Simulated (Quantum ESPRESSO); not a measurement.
# CoPd3: parallel moments in the primitive cell

Wanted: the size of the moments of CoPd3 in the parallel state.

Main program and level: Quantum ESPRESSO 7.5; PBE; plane waves with GBRV 1.5 PBE potentials, no spin-orbit coupling.

## 1. Set-up

It takes space group Pmma (No. 51, orthorhombic). Conventional cell: a = 3.804 Å, b = 3.804 Å, c = 7.607 Å, α = 90.00°, β = 90.00°, γ = 90.00°. Nearest to Pd lie 6 Co at 2.69 Å and 6 Pd at 2.69 Å. Nearest to Co lie 10 Pd at 2.69 Å and 2 Co at 2.69 Å. Nearest to Pd lie 10 Pd at 2.69 Å and 2 Co at 2.69 Å. Nearest to Pd lie 10 Pd at 2.69 Å and 2 Co at 2.69 Å. Farther neighbours are not listed.

The cell was typed by rule, not taken from a database of measured structures.

## 2. Start 1: ferro ++

The signs are those of the starting moments on the seeded atoms, the atoms that are given a moment.

Contents of pw.in:

```
&CONTROL
  calculation = 'scf'
  prefix = 'pwscf'
  outdir = './tmp'
  pseudo_dir = './pseudo'
  disk_io = 'nowf'
/
&SYSTEM
  ibrav = 0
  celldm(1) = 8
  nat = 8
  ntyp = 2
  ecutwfc = 40
  ecutrho = 280
  nbnd = 82
  occupations = 'smearing'
  smearing = 'fd'
  degauss = 0.00367493
  nspin = 2
  starting_magnetization(1) = 0
  starting_magnetization(2) = 0.1
/
&ELECTRONS
  conv_thr = 1.6d-08
  electron_maxstep = 150
  mixing_beta = 0.3
/
ATOMIC_SPECIES
Pd    106.4200 pd_pbe_v1.4.uspp.F.UPF
Co     58.9332 co_pbe_v1.2.uspp.F.UPF
CELL_PARAMETERS alat
   0.8985057183182    0.0000000000000    0.0000000000000
   0.0000000000000    0.8985057183182    0.0000000000000
   0.0000000000000    0.0000000000000    1.7970114366363
ATOMIC_POSITIONS crystal
Pd      0.0000000000    0.0000000000    0.0000000000
Co      0.5000000000    0.5000000000    0.0000000000
Pd      0.5000000000    0.0000000000    0.2500000000
Co      0.0000000000    0.5000000000    0.2500000000
Pd      0.0000000000    0.0000000000    0.5000000000
Pd      0.5000000000    0.5000000000    0.5000000000
Pd      0.5000000000    0.0000000000    0.7500000000
Pd      0.0000000000    0.5000000000    0.7500000000
K_POINTS automatic
9 9 5 0 0 0
```

Run with:

```console
$ OMP_NUM_THREADS=1 mpirun -n 4 pw.x -nk 4 -in pw.in > pw.out
```

Log:

```text
Program PWSCF v.7.5 starts

     Message from routine setup:
     using ibrav=0 with symmetry is DISCOURAGED, use correct ibrav instead

     K-points division:     npool     =       4
     Subspace diagonalization in iterative solution of the eigenvalue problem:

     G-vector sticks info
     --------------------
     sticks:   dense  smooth     PW     G-vecs:    dense   smooth      PW
     Sum        1153     665    193                58773    25529    4191

     Using Slab Decomposition

     bravais-lattice index     =            0
     lattice parameter (alat)  =       8.0000  a.u.
     unit-cell volume          =     742.7839 (a.u.)^3
     number of atoms/cell      =            8
     number of atomic types    =            2
     number of electrons       =       130.00
     number of Kohn-Sham states=           82
     kinetic-energy cutoff     =      40.0000  Ry
     charge density cutoff     =     280.0000  Ry
     scf convergence threshold =      1.6E-08
     mixing beta               =       0.3000
     number of iterations used =            8  plain     mixing
     Exchange-correlation= SLA  PW   PBE  PBE
                           (   1   4   3   4   0   0   0)

     celldm(1)=   8.000000  celldm(2)=   0.000000  celldm(3)=   0.000000
     celldm(4)=   0.000000  celldm(5)=   0.000000  celldm(6)=   0.000000

     crystal axes: (cart. coord. in units of alat)
               a(1) = (   0.898506   0.000000   0.000000 )
               a(2) = (   0.000000   0.898506   0.000000 )
               a(3) = (   0.000000   0.000000   1.797011 )

     reciprocal axes: (cart. coord. in units 2 pi/alat)
               b(1) = (  1.112959  0.000000  0.000000 )
               b(2) = (  0.000000  1.112959  0.000000 )
               b(3) = (  0.000000  0.000000  0.556479 )

     PseudoPot. # 1 for Pd read from file:
     pd_pbe_v1.4.uspp.F.UPF
     Pseudo is Ultrasoft + core correction, Zval = 16.0
     Generated by new atomic code, or converted to UPF format
     Using radial grid of  887 points,  6 beta functions with:
                l(1) =   0
                l(2) =   0
                l(3) =   1
                l(4) =   1
                l(5) =   2
                l(6) =   2
     Q(r) pseudized with  8 coefficients,  rinner =    1.130   1.130   1.130
                                                       1.130   1.130

     PseudoPot. # 2 for Co read from file:
     co_pbe_v1.2.uspp.F.UPF
     Pseudo is Ultrasoft + core correction, Zval = 17.0
     Generated by new atomic code, or converted to UPF format
     Using radial grid of  863 points,  6 beta functions with:
                l(1) =   0
                l(2) =   0
                l(3) =   1
                l(4) =   1
                l(5) =   2
                l(6) =   2
     Q(r) pseudized with  8 coefficients,  rinner =    1.200   1.200   1.200
                                                       1.200   1.200

     atomic species   valence    mass     pseudopotential
     Pd               16.00   106.42000     Pd( 1.00)
     Co               17.00    58.93320     Co( 1.00)

     Starting magnetic structure
     atomic species   magnetization
     Pd              0.000
     Co              0.100

      8 Sym. Ops., with inversion, found ( 4 have fractional translation)

   Cartesian axes

     site n.     atom                  positions (alat units)
         1        Pd     tau(   1) = (   0.0000000   0.0000000   0.0000000  )
         2        Co     tau(   2) = (   0.4492529   0.4492529   0.0000000  )
         3        Pd     tau(   3) = (   0.4492529   0.0000000   0.4492529  )
         4        Co     tau(   4) = (   0.0000000   0.4492529   0.4492529  )
         5        Pd     tau(   5) = (   0.0000000   0.0000000   0.8985057  )
         6        Pd     tau(   6) = (   0.4492529   0.4492529   0.8985057  )
         7        Pd     tau(   7) = (   0.4492529   0.0000000   1.3477586  )
         8        Pd     tau(   8) = (   0.0000000   0.4492529   1.3477586  )

     number of k points=    75  Fermi-Dirac smearing, width (Ry)=  0.0037
                       cart. coord. in units 2pi/alat
        k(    1) = (   0.0000000   0.0000000   0.0000000), wk =   0.0024691
        k(    2) = (   0.0000000   0.0000000   0.1112959), wk =   0.0049383
        k(    3) = (   0.0000000   0.0000000   0.2225918), wk =   0.0049383
        k(    4) = (   0.0000000   0.1236621   0.0000000), wk =   0.0049383
        k(    5) = (   0.0000000   0.1236621   0.1112959), wk =   0.0098765
        [... 70 further k-points ...]

     Dense  grid:    58773 G-vectors     FFT dimensions: (  40,  40,  80)

     Smooth grid:    25529 G-vectors     FFT dimensions: (  30,  30,  60)

     Check: negative core charge=   -0.000011
     Generating pointlists ...
     new r_m :   0.2621 (alat units)  2.0966 (a.u.) for type    1
     new r_m :   0.2621 (alat units)  2.0966 (a.u.) for type    2

     Initial potential from superposition of free atoms

     starting charge     124.9999, renormalised to     130.0000

     negative rho (up, down):  2.482E-01 2.482E-01
     Starting wfcs are   98 randomized atomic wfcs

     Self-consistent Calculation

     iteration #  1     ecut=    40.00 Ry     beta= 0.30
     Davidson diagonalization with overlap
     ethr =  1.00E-02,  avg # of iterations =  3.1

     negative rho (up, down):  2.461E-01 2.461E-01

     total energy              =   -1777.77012059 Ry
     estimated scf accuracy    <      35.14391476 Ry

     total magnetization       =     0.98 Bohr mag/cell
     absolute magnetization    =     1.20 Bohr mag/cell

     iteration #  2     ecut=    40.00 Ry     beta= 0.30
     Davidson diagonalization with overlap
     ethr =  1.00E-02,  avg # of iterations =  4.2

     negative rho (up, down):  2.482E-01 2.482E-01

     total energy              =   -1776.31385058 Ry
     estimated scf accuracy    <     220.03601215 Ry

     total magnetization       =     0.23 Bohr mag/cell
     absolute magnetization    =     0.26 Bohr mag/cell

     iteration #  3     ecut=    40.00 Ry     beta= 0.30
     Davidson diagonalization with overlap
     ethr =  1.00E-02,  avg # of iterations =  3.5

     negative rho (up, down):  2.480E-01 2.480E-01

     total energy              =   -1786.99146126 Ry
     estimated scf accuracy    <       9.30399278 Ry

     total magnetization       =     1.01 Bohr mag/cell
     absolute magnetization    =     1.32 Bohr mag/cell

     [... further iterations left out ...]

     iteration # 18     ecut=    40.00 Ry     beta= 0.30
     Davidson diagonalization with overlap
     ethr =  5.59E-10,  avg # of iterations =  1.2

     negative rho (up, down):  2.523E-01 2.490E-01

     total energy              =   -1789.16005830 Ry
     estimated scf accuracy    <       0.00000014 Ry

     total magnetization       =     6.03 Bohr mag/cell
     absolute magnetization    =     6.59 Bohr mag/cell

     iteration # 19     ecut=    40.00 Ry     beta= 0.30
     Davidson diagonalization with overlap
     ethr =  1.11E-10,  avg # of iterations =  1.2

     negative rho (up, down):  2.523E-01 2.490E-01

     total energy              =   -1789.16005835 Ry
     estimated scf accuracy    <       0.00000005 Ry

     total magnetization       =     6.03 Bohr mag/cell
     absolute magnetization    =     6.59 Bohr mag/cell

     iteration # 20     ecut=    40.00 Ry     beta= 0.30
     Davidson diagonalization with overlap
     ethr =  4.15E-11,  avg # of iterations =  1.8

     negative rho (up, down):  2.523E-01 2.490E-01

     total energy              =   -1789.16005837 Ry
     estimated scf accuracy    <       0.00000003 Ry

     total magnetization       =     6.03 Bohr mag/cell
     absolute magnetization    =     6.59 Bohr mag/cell

     iteration # 21     ecut=    40.00 Ry     beta= 0.30
     Davidson diagonalization with overlap
     ethr =  2.47E-11,  avg # of iterations =  2.0

     negative rho (up, down):  2.523E-01 2.490E-01

     Magnetic moment per site  (integrated on atomic sphere of radius R)
     atom   1 (R=0.262)  charge= 14.3418  magn=  0.3782
     atom   2 (R=0.262)  charge= 15.8074  magn=  2.1386
     atom   3 (R=0.262)  charge= 14.3418  magn=  0.3782
     atom   4 (R=0.262)  charge= 15.8074  magn=  2.1386
     atom   5 (R=0.262)  charge= 14.3711  magn=  0.3429
     atom   6 (R=0.262)  charge= 14.3781  magn=  0.2735
     atom   7 (R=0.262)  charge= 14.3711  magn=  0.3429
     atom   8 (R=0.262)  charge= 14.3781  magn=  0.2735

     End of self-consistent calculation

     Number of k-points >= 100: set verbosity='high' to print the bands.

     the Fermi energy is    19.0433 ev

!    total energy              =   -1789.16005839 Ry
     estimated scf accuracy    <          3.2E-09 Ry
     smearing contrib. (-TS)   =      -0.00597560 Ry
     internal energy E=F+TS    =   -1789.15408279 Ry

     The total energy is F=E-TS. E is the sum of the following terms:
     one-electron contribution =    -586.41647623 Ry
     hartree contribution      =     398.68765387 Ry
     xc contribution           =    -253.71223143 Ry
     ewald contribution        =   -1347.71302901 Ry

     total magnetization       =     6.03 Bohr mag/cell
     absolute magnetization    =     6.59 Bohr mag/cell

     convergence has been achieved in  21 iterations

=------------------------------------------------------------------------------=
   JOB DONE.
=------------------------------------------------------------------------------=
```

It took 6 min on 4 MPI ranks of Intel Xeon at 2.70GHz, shared host; peak memory 1.1 GiB; 24 min of CPU time.

Spin moment in the atom's sphere by atom:

```tsv
atom	spin moment in the atom's sphere (μB)
Pd1	0.38
Co2	2.14
Pd3	0.38
Co4	2.14
Pd5	0.34
Pd6	0.27
Pd7	0.34
Pd8	0.27
```

Read from the output:

| Quantity | Value |
| --- | --- |
| smearing term TS | 0.08130 eV |
| magnetization | 6.027 μB |
| absolute magnetization | 6.586 μB |
| final state | ferromagnetic |

Spin density in the ac plane at fractional y = 0.500, with atoms of Co and Pd within 0.2 Å of it.

Ten even steps from '0' (0.0 e/Å³) to '9' (6.6 e/Å³), each cell a mean:
```
00000135200000
00000001000000
00000000000000
00000000000000
00000000000000
00000000000000
00000000000000
00000000000000
00000000000000
00000000000000
00000000000000
00000000000000
00000000000000
00000000000000
00000000000000
00000000000000
31000000000002
94100000000016
52000000000013
10000000000000
00000000000000
00000000000000
00000023100000
00000169410000
```
Columns run along a (3.8 Å), rows up along c (7.6 Å). Atoms in or near the plane, at fractional coordinates: Co at (0.50, 0.00), Co at (0.00, 0.25), Pd at (0.50, 0.50), Pd at (0.00, 0.75).

Valence density in the ac plane at fractional y = 0.500, with atoms of Co and Pd within 0.2 Å of it. It is the smooth field of the valence electrons, not physical close to the nuclei.

Ten steps, logarithmic in the rise over the least value, from '_' (-3 e/Å³) to '@' (42 e/Å³), each cell a mean:
```
==========**%%@@%%++========
==========++****++==========
============================
++++====================++++
****++==================****
__****++==============++****
**##**================++**##
****++==================++**
============================
==========++++++++==========
==========********++========
========++****__****++======
========++**##**##**========
==========++******++========
============================
++++======================++
%%##++==================++##
@@%%**==================##@@
@@##++==================**%%
**++====================++**
============================
============++++++==========
==========++##%%##++========
==========##@@@@%%**========
```
Columns run along a (3.8 Å), rows up along c (7.6 Å). Atoms in or near the plane, at fractional coordinates: Co at (0.50, 0.00), Co at (0.00, 0.25), Pd at (0.50, 0.50), Pd at (0.00, 0.75).

## 3. Start 2: no spin polarisation

pw.in, as its differences from that of step 2:

```diff
@@ -14,3 +14,3 @@
   ecutrho = 280
-  nbnd = 82
+  nbnd = 80
   occupations = 'smearing'
@@ -18,5 +18,2 @@
   degauss = 0.00367493
-  nspin = 2
-  starting_magnetization(1) = 0
-  starting_magnetization(2) = 0.1
 /
```

Log:

```text
[banner, memory and clock lines left out]
Program PWSCF v.7.5 starts

     Message from routine setup:
     using ibrav=0 with symmetry is DISCOURAGED, use correct ibrav instead

     bravais-lattice index     =            0
     lattice parameter (alat)  =       8.0000  a.u.
     unit-cell volume          =     742.7839 (a.u.)^3
     number of atoms/cell      =            8
     number of atomic types    =            2
     number of electrons       =       130.00
     number of Kohn-Sham states=           80
     kinetic-energy cutoff     =      40.0000  Ry
     charge density cutoff     =     280.0000  Ry
     scf convergence threshold =      1.6E-08
     mixing beta               =       0.3000
     number of iterations used =            8  plain     mixing
     Exchange-correlation= SLA  PW   PBE  PBE
                           (   1   4   3   4   0   0   0)

     celldm(1)=   8.000000  celldm(2)=   0.000000  celldm(3)=   0.000000
     celldm(4)=   0.000000  celldm(5)=   0.000000  celldm(6)=   0.000000

     crystal axes: (cart. coord. in units of alat)
               a(1) = (   0.898506   0.000000   0.000000 )
               a(2) = (   0.000000   0.898506   0.000000 )
               a(3) = (   0.000000   0.000000   1.797011 )

     reciprocal axes: (cart. coord. in units 2 pi/alat)
               b(1) = (  1.112959  0.000000  0.000000 )
               b(2) = (  0.000000  1.112959  0.000000 )
               b(3) = (  0.000000  0.000000  0.556479 )

     PseudoPot. # 1 for Pd read from file:
     pd_pbe_v1.4.uspp.F.UPF
     Pseudo is Ultrasoft + core correction, Zval = 16.0

     PseudoPot. # 2 for Co read from file:
     co_pbe_v1.2.uspp.F.UPF
     Pseudo is Ultrasoft + core correction, Zval = 17.0

     atomic species   valence    mass     pseudopotential
     Pd               16.00   106.42000     Pd( 1.00)
     Co               17.00    58.93320     Co( 1.00)

      8 Sym. Ops., with inversion, found ( 4 have fractional translation)

   Cartesian axes

     site n.     atom                  positions (alat units)
         1        Pd     tau(   1) = (   0.0000000   0.0000000   0.0000000  )
         2        Co     tau(   2) = (   0.4492529   0.4492529   0.0000000  )
         3        Pd     tau(   3) = (   0.4492529   0.0000000   0.4492529  )
         4        Co     tau(   4) = (   0.0000000   0.4492529   0.4492529  )
         5        Pd     tau(   5) = (   0.0000000   0.0000000   0.8985057  )
         6        Pd     tau(   6) = (   0.4492529   0.4492529   0.8985057  )
         7        Pd     tau(   7) = (   0.4492529   0.0000000   1.3477586  )
         8        Pd     tau(   8) = (   0.0000000   0.4492529   1.3477586  )

     number of k points=    75  Fermi-Dirac smearing, width (Ry)=  0.0037
                       cart. coord. in units 2pi/alat
        k(    1) = (   0.0000000   0.0000000   0.0000000), wk =   0.0049383
        k(    2) = (   0.0000000   0.0000000   0.1112959), wk =   0.0098765
        k(    3) = (   0.0000000   0.0000000   0.2225918), wk =   0.0098765
        k(    4) = (   0.0000000   0.1236621   0.0000000), wk =   0.0098765
        k(    5) = (   0.0000000   0.1236621   0.1112959), wk =   0.0197531
        [... 70 further k-points ...]

     Dense  grid:    58773 G-vectors     FFT dimensions: (  40,  40,  80)

     Smooth grid:    25529 G-vectors     FFT dimensions: (  30,  30,  60)

     Check: negative core charge=   -0.000011

     Initial potential from superposition of free atoms

     starting charge     124.9999, renormalised to     130.0000

     negative rho (up, down):  4.964E-01 0.000E+00
     Starting wfcs are   98 randomized atomic wfcs

     Self-consistent Calculation

     iteration #  1     ecut=    40.00 Ry     beta= 0.30
     Davidson diagonalization with overlap
     ethr =  1.00E-02,  avg # of iterations =  2.4

     negative rho (up, down):  4.922E-01 0.000E+00

     total energy              =   -1777.35086629 Ry
     estimated scf accuracy    <      35.93955881 Ry

     iteration #  2     ecut=    40.00 Ry     beta= 0.30
     Davidson diagonalization with overlap
     ethr =  1.00E-02,  avg # of iterations =  4.7

     negative rho (up, down):  4.965E-01 0.000E+00

     total energy              =   -1776.32752463 Ry
     estimated scf accuracy    <     226.67988406 Ry

     [... further iterations left out ...]

     iteration # 15     ecut=    40.00 Ry     beta= 0.30
     Davidson diagonalization with overlap
     ethr =  7.32E-10,  avg # of iterations =  1.2

     negative rho (up, down):  5.015E-01 0.000E+00

     total energy              =   -1789.07190333 Ry
     estimated scf accuracy    <       0.00000055 Ry

     iteration # 16     ecut=    40.00 Ry     beta= 0.30
     Davidson diagonalization with overlap
     ethr =  4.22E-10,  avg # of iterations =  1.0

     negative rho (up, down):  5.015E-01 0.000E+00

     End of self-consistent calculation

     [... lines left out ...]
     the Fermi energy is    18.8749 ev

!    total energy              =   -1789.07190338 Ry
     estimated scf accuracy    <          9.7E-10 Ry
     smearing contrib. (-TS)   =      -0.01392018 Ry
     internal energy E=F+TS    =   -1789.05798320 Ry

     The total energy is F=E-TS. E is the sum of the following terms:
     one-electron contribution =    -586.85307473 Ry
     hartree contribution      =     398.99794477 Ry
     xc contribution           =    -253.48982424 Ry
     ewald contribution        =   -1347.71302901 Ry

     convergence has been achieved in  16 iterations
```

Wall time 2.1 min (4 MPI ranks); peak memory 0.79 GiB.

Read from the output:

* smearing term TS: 0.1894 eV
* final state: non-magnetic (no spin polarisation)

## 4. Energies of the orders

An order is kept where moments of 0.15 μB or more survive with the typed signs; meshes match where a doubled cell samples the same k points as the first cell.

Orders:

```tsv
start	final state	typed order kept	energy over the lowest (meV a seeded atom)	largest site moment (μB)	net moment (μB a cell of the first run)	mesh matched	CPU time (s)
ferro ++	ferromagnetic	yes	0	2.139	6.027	yes	1448
no spin polarisation	non-magnetic	-	599.7	0	0	yes	496.4
```

## 5. Summary of results

```json
{
  "state found": "ferromagnetic (from ferro ++)",
  "largest site moment": "2.14 μB",
  "state without moments": "600 meV a seeded atom higher"
}
```

No opposed start was run, so this says nothing of the order that the crystal takes. The cell was built by rule and the atoms were not relaxed, which can move these energies.

[Logs and program files are shortened in this print: banners, set-up blocks, solver, clock and traceback lines can be left out without a mark of their own.]

[Logs are printed without paths, hosts, clocks, repeated set-up lines and the standing remarks that a program may print on its own settings, such as how far it seeks lower states.]

[Hosts, paths, dates, database ids (printed as entryN), source tags and the programs' standing remarks are cut or masked in the printed files.]

[Where a cell is said to come from a database of computed structures, the database is the Materials Project.]
